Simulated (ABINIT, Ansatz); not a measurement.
# KCl (Sylvite): G0W0 with ABINIT, start to end, part 2 of 3

Aim: the G0W0 gap of KCl (Sylvite) on PBE, step by step.

ABINIT 10.8.3; PBE and many-body steps on it, plane waves. Known limits of the many-body steps: not at the basis limit.

So far. Step 2 (Ground state): The gap is direct, at Γ.

**3. Bands along the symmetry lines**

Level of this step: DFT, PBE, plane waves, norm-conserving pseudopotentials (ABINIT).

Levels along a band path, at the cheap level, show where the edges lie and whether the meshes to come will hold them.

run.abi

```
acell 3*1.0 Angstrom
rprim 
  -0.000000000000 3.146470000000 3.146470000000
  3.146470000000 0.000000000000 3.146470000000
  3.146470000000 3.146470000000 -0.000000000000
ntypat 2
znucl 19 17
natom 2
typat 1 2
xred 
  0.000000000000 0.000000000000 0.000000000000
  0.500000000000 0.500000000000 0.500000000000
pp_dirpath "pseudos"
pseudos "K.upf, Cl.upf"
ecut 33
iscf -2
irdden 1
kptopt 0
nkpt 50
kpt 
  0.00000000 0.00000000 0.00000000
  0.06250000 0.00000000 0.06250000
  0.12500000 0.00000000 0.12500000
  0.18750000 0.00000000 0.18750000
  0.25000000 0.00000000 0.25000000
  0.31250000 0.00000000 0.31250000
  0.37500000 0.00000000 0.37500000
  0.43750000 0.00000000 0.43750000
  0.50000000 0.00000000 0.50000000
  0.51562500 0.03125000 0.51562500
  0.53125000 0.06250000 0.53125000
  0.54687500 0.09375000 0.54687500
  0.56250000 0.12500000 0.56250000
  0.57812500 0.15625000 0.57812500
  0.59375000 0.18750000 0.59375000
  0.60937500 0.21875000 0.60937500
  0.62500000 0.25000000 0.62500000
  0.37500000 0.37500000 0.75000000
  0.32812500 0.32812500 0.65625000
  0.28125000 0.28125000 0.56250000
  0.23437500 0.23437500 0.46875000
  0.18750000 0.18750000 0.37500000
  0.14062500 0.14062500 0.28125000
  0.09375000 0.09375000 0.18750000
  0.04687500 0.04687500 0.09375000
  0.00000000 0.00000000 0.00000000
  0.06250000 0.06250000 0.06250000
  0.12500000 0.12500000 0.12500000
  0.18750000 0.18750000 0.18750000
  0.25000000 0.25000000 0.25000000
  0.31250000 0.31250000 0.31250000
  0.37500000 0.37500000 0.37500000
  0.43750000 0.43750000 0.43750000
  0.50000000 0.50000000 0.50000000
  0.50000000 0.46875000 0.53125000
  0.50000000 0.43750000 0.56250000
  0.50000000 0.40625000 0.59375000
  0.50000000 0.37500000 0.62500000
  0.50000000 0.34375000 0.65625000
  0.50000000 0.31250000 0.68750000
  0.50000000 0.28125000 0.71875000
  0.50000000 0.25000000 0.75000000
  0.50000000 0.21875000 0.71875000
  0.50000000 0.18750000 0.68750000
  0.50000000 0.15625000 0.65625000
  0.50000000 0.12500000 0.62500000
  0.50000000 0.09375000 0.59375000
  0.50000000 0.06250000 0.56250000
  0.50000000 0.03125000 0.53125000
  0.50000000 0.00000000 0.50000000
istwfk *1
nband 15
nbdbuf 2
tolwfr 1e-08
nstep 40
prtwf 0
prtvol 0
indata_prefix "in"
outdata_prefix "out"
tmpdata_prefix "tmp"
```

On the command line:

```
$ OMP_NUM_THREADS=1 mpirun -n 4 abinit run.abi > log
```

Numbers of over 12 decimals in the logs are rounded to 6 here.

Output:

```text
.Version 10.8.3 of ABINIT. v10.8.2 released Aug 2026.

 Symmetries : space group Fm -3 m (#225); Bravais cF (face-center cubic)
[... echo of the input left out ...]
== DATASET  1 ==================================================================
-   mpi_nproc: 4, omp_nthreads: 1 (-1 if OMP is not activated)

--- !DatasetInfo
iteration_state: {dtset: 1, }
dimensions: {natom: 2, nkpt: 50, mband: 15, nsppol: 1, nspinor: 1, nspden: 1, mpw: 3840, }
cutoff_energies: {ecut:  33.0, pawecutdg:  -1.0, }
electrons: {nelect:   1.60000000E+01, charge:   0.00000000E+00, occopt:   1.00000000E+00, tsmear:   1.00000000E-02, }

 Real(R)+Recip(G) space primitive vectors, cartesian coordinates (Bohr,Bohr^-1):
 R(1)=  0.0000000  5.9459666  5.9459666  G(1)= -0.0840906  0.0840906  0.0840906
 R(2)=  5.9459666  0.0000000  5.9459666  G(2)=  0.0840906 -0.0840906  0.0840906
 R(3)=  5.9459666  5.9459666  0.0000000  G(3)=  0.0840906  0.0840906 -0.0840906
 Unit cell volume ucvol=  4.2043357E+02 bohr^3
 Angles (23,13,12)=  6.00000000E+01  6.00000000E+01  6.00000000E+01 degrees

 getcut: wavevector=  0.0000  0.0000  0.0000  ngfft=  45  45  45
         ecut(hartree)=     33.000   => boxcut(ratio)=   2.02345

--- Pseudopotential description ------------------------------------------------
- K Generated using ONCVPSP code by D. R. Hamann
- 19.00000   9.00000  171031                  znucl, zion, pspdat
12 -101130 2 -1 2222                          pspcod,pspxc,lmax,lloc,mmax
     nproj     2     2     2
  pspatm : epsatm=    8.42413758
         --- l  ekb(1:nproj) -->
             0   10.871123    0.806704
             1    4.379001    0.553647
             2   -3.405842   -1.029115
 pspatm: atomic psp has been read  and splines computed

- Cl Generated using ONCVPSP code by D. R. Hamann
- 17.00000   7.00000  171031                  znucl, zion, pspdat
12 -101130 2 -1 1028                          pspcod,pspxc,lmax,lloc,mmax
     nproj     2     2     2
  pspatm : epsatm=    9.12776517
         --- l  ekb(1:nproj) -->
[...]
pspatm: atomic psp has been read  and splines computed

--------------------------------------------------------------------------------

================================================================================
 prteigrs : about to open file out_EIG
 Non-SCF case, kpt    1 (  0.00000  0.00000  0.00000), residuals and eigenvalues=
  2.09E-09  4.81E-09  2.24E-09  3.41E-09  5.60E-09  2.96E-09  2.53E-09  6.06E-09
  8.74E-09  4.40E-09  6.33E-09  6.17E-09  4.18E-09  5.06E-09  2.12E-08
 -1.0079E+00 -4.5382E-01 -4.0010E-01 -4.0010E-01 -4.0010E-01 -8.5044E-03
 -8.5044E-03 -8.5044E-03  1.8221E-01  2.9896E-01  2.9896E-01  2.9896E-01
[...]
Non-SCF case, kpt    2 (  0.06250  0.00000  0.06250), residuals and eigenvalues=
  9.47E-09  3.07E-09  2.00E-09  7.17E-09  8.18E-09  3.97E-09  3.18E-09  9.72E-09
[...]
4.28E-09  5.02E-09  4.74E-09  9.96E-09  6.18E-09  4.12E-09  2.61E-09  9.52E-09
  8.70E-09  6.07E-09  5.35E-09  6.95E-09  8.24E-09  6.21E-09  2.42E-06
[...]
Non-SCF case, kpt   49 (  0.50000  0.03125  0.53125), residuals and eigenvalues=
[...]
Non-SCF case, kpt   50 (  0.50000  0.00000  0.50000), residuals and eigenvalues=
[...]
-1.0074E+00 -4.5018E-01 -4.0531E-01 -4.0214E-01 -4.0214E-01 -3.2597E-02
 -1.6693E-02 -1.6693E-02  2.3146E-01  2.9798E-01  3.6150E-01  3.6578E-01
[...]
--- !ResultsGS
iteration_state: {dtset: 1, }
comment   : Summary of ground state results
lattice_vectors:
- [ -0.0000000,   5.9459666,   5.9459666, ]
- [  5.9459666,   0.0000000,   5.9459666, ]
- [  5.9459666,   5.9459666,  -0.0000000, ]
lattice_lengths: [   8.40887,    8.40887,    8.40887, ]
lattice_angles: [ 60.000,  60.000,  60.000, ] # degrees, (23, 13, 12)
lattice_volume:   4.2043357E+02
convergence: {deltae:  0.000E+00, res2:  0.000E+00, residm:  9.991E-09, diffor:  0.000E+00, }
etotal    :  -4.65983682E+01
entropy   :   0.00000000E+00
fermie    :  -8.50435789E-03
cartesian_stress_tensor: null
pressure_GPa: null
xred      :
- [  0.0000E+00,   0.0000E+00,   0.0000E+00,  K]
- [  5.0000E-01,   5.0000E-01,   5.0000E-01, Cl]
cartesian_forces: null
force_length_stats: {min: null, max: null, mean: null, }

 Integrated electronic density in atomic spheres:
 ------------------------------------------------
 Atom  Sphere_radius  Integrated_density
[...]
================================================================================

 ----iterations are completed or convergence reached----

 Mean square residual over all n,k,spin=   59.207E-10; max=  99.909E-10
 reduced coordinates (array xred) for    2 atoms
       0.000000000000      0.000000000000      0.000000000000
       0.500000000000      0.500000000000      0.500000000000

 cartesian coordinates (angstrom) at end:
    1      0.000000     0.000000     0.000000
    2      3.146470     3.146470     3.146470
 length scales=  1.889726125908  1.889726125908  1.889726125908 bohr
              =  1.000000000000  1.000000000000  1.000000000000 angstroms
 prteigrs : about to open file out_EIG
 Eigenvalues (hartree) for nkpt=  50  k points:
 kpt#   1, nband= 15, wtk=  1.00000, kpt=  0.0000  0.0000  0.0000 (reduced coord)
[...]
kpt#   2, nband= 15, wtk=  1.00000, kpt=  0.0625  0.0000  0.0625 (reduced coord)
[...]
kpt#   3, nband= 15, wtk=  1.00000, kpt=  0.1250  0.0000  0.1250 (reduced coord)
[...]
kpt#  49, nband= 15, wtk=  1.00000, kpt=  0.5000  0.0313  0.5313 (reduced coord)
  -1.00742   -0.45033   -0.40528   -0.40217   -0.40193   -0.03248   -0.01708   -0.01690
   0.23245    0.29919    0.35943    0.36660    0.37969    0.41827    0.41945
 kpt#  50, nband= 15, wtk=  1.00000, kpt=  0.5000  0.0000  0.5000 (reduced coord)
  -1.00742   -0.45018   -0.40531   -0.40214   -0.40214   -0.03260   -0.01669   -0.01669
   0.23146    0.29798    0.36150    0.36578    0.38035    0.41824    0.41824

== END DATASET(S) ==============================================================
================================================================================

 -outvars: echo values of variables after computation  --------
            nband          15
             nkpt          50
          spgroup         225
 [... the other variables as echoed above ...]

 Calculation completed.
```

Run time: 30 s. Hardware: 4 MPI ranks of Intel Xeon Platinum 8259CL at 2.50GHz (Skylake/Cascade Lake), shared host; peak memory 0.33 GiB; 2 min of CPU time.

This step gave:

| Property | Result |
| --- | --- |
| gap | 5.189 eV |
| k of the valence top | 0, 0, 0 |
| k of the conduction bottom | 0, 0, 0 |
| least direct gap | 5.189 eV |

The gap is 5.189 eV, as in the run before at this level.

Electronic bands along the path, in eV, zero at the top of the highest filled band; v1 is the highest filled band, c1 the lowest empty one:

| point | v4 | v3 | v2 | v1 | c1 | c2 | c3 | c4 |
| --- | --- | --- | --- | --- | --- | --- | --- | --- |
| Γ | -10.66 | 0.00 | 0.00 | 0.00 | 5.19 | 8.37 | 8.37 | 8.37 |
| halfway | -10.58 | -0.63 | -0.13 | -0.13 | 6.64 | 7.24 | 9.66 | 9.84 |
| X | -10.71 | -0.66 | -0.22 | -0.22 | 6.53 | 8.34 | 10.07 | 10.18 |
| halfway | -10.68 | -0.63 | -0.32 | -0.24 | 6.74 | 8.60 | 9.70 | 10.36 |
| U | -10.60 | -0.56 | -0.55 | -0.29 | 7.27 | 9.07 | 9.30 | 10.07 |
| jump to K | -10.60 | -0.56 | -0.55 | -0.29 | 7.27 | 9.07 | 9.30 | 10.07 |
| halfway | -10.51 | -0.69 | -0.24 | -0.20 | 6.89 | 7.97 | 9.19 | 9.85 |
| Γ | -10.66 | 0.00 | 0.00 | 0.00 | 5.19 | 8.37 | 8.37 | 8.37 |
| halfway | -10.53 | -0.59 | -0.17 | -0.17 | 6.45 | 8.16 | 9.11 | 9.11 |
| L | -10.42 | -1.05 | -0.32 | -0.32 | 7.58 | 8.60 | 10.50 | 10.50 |
| halfway | -10.51 | -0.84 | -0.40 | -0.33 | 7.84 | 8.34 | 10.04 | 10.14 |
| W | -10.57 | -0.49 | -0.47 | -0.47 | 8.03 | 8.03 | 9.44 | 9.85 |
| halfway | -10.64 | -0.61 | -0.36 | -0.30 | 6.95 | 8.80 | 9.34 | 10.32 |
| X | -10.71 | -0.66 | -0.22 | -0.22 | 6.53 | 8.34 | 10.07 | 10.18 |

The electronic bands as a text plot (rows in eV, shown from -8.0 to 9.2 only):

```
    8.9 |+ ++          +++++    +++++ ++ ++++   +++++       +++
    8.1 |++++      ++++     ++++++++++++++++++++     +++++++   ++
    7.4 |    ++++++      +++  ++               +++++++     ++
    6.7 |     +++++++++++       +           +++              ++++
    6.0 |  +++                   ++++      +
    5.3 |++                          ++++++
    4.6 |
    3.8 |
    3.1 |
    2.4 |
    1.7 |
    1.0 |
    0.3 |*****                     ********
   -0.5 |  **************************    ************************
   -1.2 |                                      ********
   -1.9 |
   -2.6 |
   -3.3 |
   -4.1 |
   -4.8 |
   -5.5 |
   -6.2 |
   -6.9 |
   -7.6 |
         Γ           X  U|K            Γ         L        W     X
```

**4. Empty states on the mesh, 4×4×4 mesh, 201 bands**

The sums over transitions need many empty states on a uniform mesh; this step solves for them.

run.abi

```
acell 3*1.0 Angstrom
rprim 
  -0.000000000000 3.146470000000 3.146470000000
  3.146470000000 0.000000000000 3.146470000000
  3.146470000000 3.146470000000 -0.000000000000
ntypat 2
znucl 19 17
natom 2
typat 1 2
xred 
  0.000000000000 0.000000000000 0.000000000000
  0.500000000000 0.500000000000 0.500000000000
pp_dirpath "pseudos"
pseudos "K.upf, Cl.upf"
ecut 33
ngkpt 4 4 4
nshiftk 1
shiftk 0 0 0
kptopt 1
chksymbreak 0
irdden 1
istwfk *1
nband 201
prtvol 0
optdriver 6
gwr_task "HDIAGO"
paral_kgb 0
occopt 1
indata_prefix "in"
outdata_prefix "out"
tmpdata_prefix "tmp"
```

Output:

```text
[banner, memory and clock lines left out]
.Version 10.8.3 of ABINIT. v10.8.2 released Aug 2026.

 Symmetries : space group Fm -3 m (#225); Bravais cF (face-center cubic)
[... echo of the input left out ...]
== DATASET  1 ==================================================================
-   mpi_nproc: 4, omp_nthreads: 1 (-1 if OMP is not activated)

--- !DatasetInfo
iteration_state: {dtset: 1, }
dimensions: {natom: 2, nkpt: 8, mband: 201, nsppol: 1, nspinor: 1, nspden: 1, mpw: 3839, }
cutoff_energies: {ecut:  33.0, pawecutdg:  -1.0, }
electrons: {nelect:   1.60000000E+01, charge:   0.00000000E+00, occopt:   1.00000000E+00, tsmear:   1.00000000E-02, }

.Using double precision arithmetic; gwpc =  8

- Reading GS density from: in_DEN

--- Pseudopotential description ------------------------------------------------
- K Generated using ONCVPSP code by D. R. Hamann
- 19.00000   9.00000  171031                  znucl, zion, pspdat
12 -101130 2 -1 2222                          pspcod,pspxc,lmax,lloc,mmax
     nproj     2     2     2
  pspatm : epsatm=    8.42413758
         --- l  ekb(1:nproj) -->
             0   10.871123    0.806704
             1    4.379001    0.553647
             2   -3.405842   -1.029115
 pspatm: atomic psp has been read  and splines computed

- Cl Generated using ONCVPSP code by D. R. Hamann
- 17.00000   7.00000  171031                  znucl, zion, pspdat
12 -101130 2 -1 1028                          pspcod,pspxc,lmax,lloc,mmax
     nproj     2     2     2
  pspatm : epsatm=    9.12776517
         --- l  ekb(1:nproj) -->
             0    8.139296    0.698720
             1    3.821713    1.107519
             2   -2.938609   -0.805455
 pspatm: atomic psp has been read  and splines computed

   2.80830444E+02                                ecore*ucvol(ha*bohr**3)

 Total charge density [el/Bohr^3]
)     Maximum=    5.5720E-01  at reduced coord.    0.0667    0.9111    0.9556
)     Minimum=    8.3501E-04  at reduced coord.    0.2444    0.2444    0.2444
   Integrated=    1.6000E+01

 === KS gaps after direct diagonalization ===
 Direct band gap semiconductor
 Fundamental gap:     5.190 (eV)
   VBM:    -0.231 (eV) at k: [ 0.0000E+00,  0.0000E+00,  0.0000E+00]
   CBM:     4.958 (eV) at k: [ 0.0000E+00,  0.0000E+00,  0.0000E+00]
 Direct gap:         5.190 (eV) at k: [ 0.0000E+00,  0.0000E+00,  0.0000E+00]

== END DATASET(S) ==============================================================

 -outvars: echo values of variables after computation  --------
           etotal      0.0000000000E+00
            nband         201
             nkpt           8
          spgroup         225
 [... the other variables as echoed above ...]

 Calculation completed.
```

The job ended after 1.8 min (4 MPI ranks; peak memory 3.4 GiB; 7 min of CPU time).

Numbers from this step:

- gap: 5.190 eV
- k of the valence top: 0, 0, 0
- k of the conduction bottom: 0, 0, 0
- least direct gap: 5.190 eV
- k points computed: 8
- lowest point of the top converged band, above the valence top: 112.3479 eV

On this mesh the gap is 5.190 eV.

**5. Screening, 4×4×4 mesh, 193 bands, screening to 217.7 eV**

The RPA dielectric matrix is built and inverted for each q.

This step: RPA screening on PBE, plane waves, norm-conserving pseudopotentials.

Changes to run.abi since step 4:

```diff
@@ -20,10 +20,11 @@
 chksymbreak 0
-irdden 1
 istwfk *1
-nband 201
-prtvol 0
-optdriver 6
-gwr_task "HDIAGO"
-paral_kgb 0
 occopt 1
+irdwfk 1
+optdriver 3
+nband 193
+ecuteps 8
+inclvkb 2
+awtr 1
+symchi 1
 indata_prefix "in"
```

Output:

```text
.Version 10.8.3 of ABINIT. v10.8.2 released Aug 2026.

 Symmetries : space group Fm -3 m (#225); Bravais cF (face-center cubic)
[... echo of the input left out ...]
== DATASET  1 ==================================================================
-   mpi_nproc: 4, omp_nthreads: 1 (-1 if OMP is not activated)

--- !DatasetInfo
iteration_state: {dtset: 1, }
dimensions: {natom: 2, nkpt: 8, mband: 193, nsppol: 1, nspinor: 1, nspden: 1, mpw: 3839, }
cutoff_energies: {ecut:  33.0, pawecutdg:  -1.0, }
electrons: {nelect:   1.60000000E+01, charge:   0.00000000E+00, occopt:   1.00000000E+00, tsmear:   1.00000000E-02, }

 SCREENING: Calculation of the susceptibility and dielectric matrices

 Based on a program developped by R.W. Godby, V. Olevano, G. Onida, and L. Reining.
 Incorporated in ABINIT by V. Olevano, G.-M. Rignanese, and M. Torrent.
.Using double precision arithmetic ; gwpc =  8

[... cell and pseudopotentials left out ...]
--------------------------------------------------------------------------------

 ==== K-mesh for the wavefunctions ====
 Number of points in the irreducible wedge :     8
[... list of points left out ...]
 Together with 48 symmetry operations and time-reversal symmetry
 yields    64 points in the full Brillouin Zone.

 ==== Q-mesh for the screening function ====
 Number of points in the irreducible wedge :     8
[... list of points left out ...]
 Together with 48 symmetry operations and time-reversal symmetry
 yields    64 points in the full Brillouin Zone.

 setmesh: FFT mesh size selected  =    36x   36x   36
          total number of points  =        46656

 vcoul_init : cutoff-mode = AUXILIARY_FUNCTION
 q-points for optical limit:   1
     1)      0.000010    0.000020    0.000030

- screening: taking advantage of time-reversal symmetry
- Maximum band index for partially occupied states nbvw = 8
- Remaining bands to be divided among processors   nbcw = 185
- Number of bands treated by each node ~46

 Number of electrons calculated from density =   16.0000; Expected =   16.0000
 average of density, n =  0.038056
 r_s =    1.8443
 omega_plasma =   18.8177 [eV]

 calculating chi0 at frequencies [eV] :
  1    0.000000E+00    0.000000E+00
  2    0.000000E+00    1.881772E+01

--------------------------------------------------------------------------------
  q-point number  1        q = ( 0.000000, 0.000000, 0.000000) [r.l.u.]
--------------------------------------------------------------------------------
[... chi0 elements left out ...]
 For q-point:  0.000010 0.000020 0.000030
  dielectric constant =   2.1775
  dielectric constant without local fields =   2.5853

  Average fulfillment of the sum rule on Im[epsilon] for q-point    1 :     79.29  [%]
[... wings left out ...]
  q-point number  2        q = ( 0.250000, 0.000000, 0.000000) [r.l.u.]
--------------------------------------------------------------------------------
[... chi0 elements left out ...]
  Average fulfillment of the sum rule on Im[epsilon] for q-point    2 :     83.16  [%]

 [... 6 further q-points ...]
```

The job ended after 2.2 min (4 MPI ranks; peak memory 1.8 GiB).

This step gave:

| Item | Value |
| --- | --- |
| ε∞ with local fields, on this mesh, along the program's q direction | 2.178 |
| the same without local fields | 2.585 |
| plasma frequency | 18.82 eV |
| plane waves in the screening matrix | 459 |

Local fields lower ε∞ by 16 %.

[end of part 2 of 3]

[Paths, hosts, dates, memory and timing lines, banners, echoed tables and standing remarks are left out of the program output.]

[Logs are printed without paths, hosts, clocks, repeated set-up lines and the standing remarks that a program may print on its own settings, such as how far it seeks lower states.]

[Runs of the session that timed out or met a known fault of the program may be left out.]

[Hosts, paths, dates, database ids (printed as entryN), source tags and the programs' standing remarks are cut or masked in the printed files.]

[G0W0 gaps are taken among the corrected bands and points alone; a level outside them can change the order at an edge.]

[Where Ansatz stands beside ABINIT at settings called matched, ABINIT's density can come from a denser mesh and the files from another edition; pairs whose starting gaps differed by over 0.03 eV were left out, so agreement reads better than it is.]
